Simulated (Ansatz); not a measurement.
# HfPbSO2 (built on the sites of a database entry of HfPbO3): phonons and vibrational spectra

The cell of HfPbSO2 (built on the sites of a database entry of HfPbO3) is at rest. What are its phonons? After the zone centre comes a 1×2×2 q mesh on a 10×12×12 k mesh.

Main program and level: Ansatz 0.2.0; DFT PBEsol, scalar-relativistic, plane waves, PAW.

The structure was built from a prototype and need not be the compound's stable phase.

## 1. The starting structure

The structure is tetragonal, space group P4/mmm (No. 123). Conventional cell: a = 4.096 Å, b = 4.096 Å, c = 5.112 Å, α = 90.00°, β = 90.00°, γ = 90.00°. Nearest to Hf lie 4 O at 2.05 Å and 2 S at 2.56 Å. Nearest to Pb lie 4 S at 2.90 Å. Nearest to S lie 2 Hf at 2.56 Å and 4 Pb at 2.90 Å. Nearest to O lie 2 Hf at 2.05 Å. Farther neighbours and most contacts between anions are not listed.

## 2. Modes at Γ

The cell comes from relaxations at this level that are not shown. The zone centre comes first: it holds the modes that light can see, as far as symmetry allows. The response to a homogeneous field gives the Born charges and the dielectric tensor.

File input.yaml:

```yaml
crystal:
  lattice:
    - [5.112178333, 0.0, 0.0]
    - [0.0, 4.0961771875, 0.0]
    - [0.0, 0.0, 4.0961771875]
  atoms:
    - { symbol: Hf, position: [0.5, 0.5, 0.5] }
    - { symbol: Pb, position: [0.0, 0.0, 0.0] }
    - { symbol: S, position: [0.0, 0.5, 0.5] }
    - { symbol: O, position: [0.5, 0.0, 0.5] }
    - { symbol: O, position: [0.5, 0.5, 0.0] }
kpoints:
  mp_grid: { grid: [10, 12, 12] }
hamiltonian:
  xc: pbesol
scf:
  occupations: { method: fixed }
output:
  eigenvalues: true
phonons:
  method: dfpt
  dielectric: true
  rigid_motions: translations
```

On the command line:

```bash
$ ansatz run input.yaml --threads 8 --pin off --max-ram 14336MiB --backend cpu --events-out ev --progress --plain --runs-dir out
```

The runs that follow: response at finite wavevector; finite displacements in a supercell. Settings of the main run: cutoff 420 eV, 10×12×12 k-mesh, 1×2×2 q-mesh, fixed occupations.

Q: Predict the highest optical mode at the zone centre, top of the zone-centre spectrum with the field and lowest optical zone-centre mode.

Modes are clearly imaginary (beyond 10i cm⁻¹) at 3 of the 3 irreducible wavevectors, most at Γ (170.0i cm⁻¹), so this structure is not a minimum of the energy. Without the field, the optical modes at Γ span -170 to 490 cm⁻¹ (negative means imaginary). The highest mode in this list at Γ, 489.7 cm⁻¹, is mostly motion of O (97 % of the kinetic energy).

| Property | Result |
| --- | --- |
| volume per atom | 17.2 Å³ |
| gap on the k-mesh | 1.33 eV |
| highest optical mode at the zone centre (no LO-TO term) | 490 cm⁻¹ |
| top of the zone-centre spectrum with the field | 593 cm⁻¹ |
| lowest optical zone-centre mode | -170 cm⁻¹ |
| mean high-frequency dielectric constant | 9.62 |
| largest Born charge (third of the trace) | 6.01 e |
| lowest mode on the q mesh (acoustic modes at Γ apart) | -170 cm⁻¹ |
| imaginary modes on the 1×2×2 q mesh | yes |

With the macroscopic field of the longitudinal modes the top of the zone-centre spectrum lies at 593 cm⁻¹, against 490 cm⁻¹ without it. Among the real modes, the strongest infrared line is at 490 cm⁻¹. Finite displacements and linear response differ by 0.0 cm⁻¹ in the highest zone-centre mode. With the field response the log warns that the k mesh is coarse for the force constants too, so the frequencies may not be converged. The q mesh is too sparse to interpolate, so only the solved wavevectors are given. Spin-orbit coupling is left out, which can matter for the heavy elements here. The starting cell was built on a prototype and not taken from a measurement, so the phase need not exist. These are harmonic frequencies at zero temperature: anharmonic shifts, linewidths and thermal expansion are left out.

[Logs are printed without paths, hosts, clocks, repeated set-up lines and the standing remarks that a program may print on its own settings, such as how far it seeks lower states.]

[Hosts, paths, dates, database ids (printed as entryN), source tags and the programs' standing remarks are cut or masked in the printed files.]
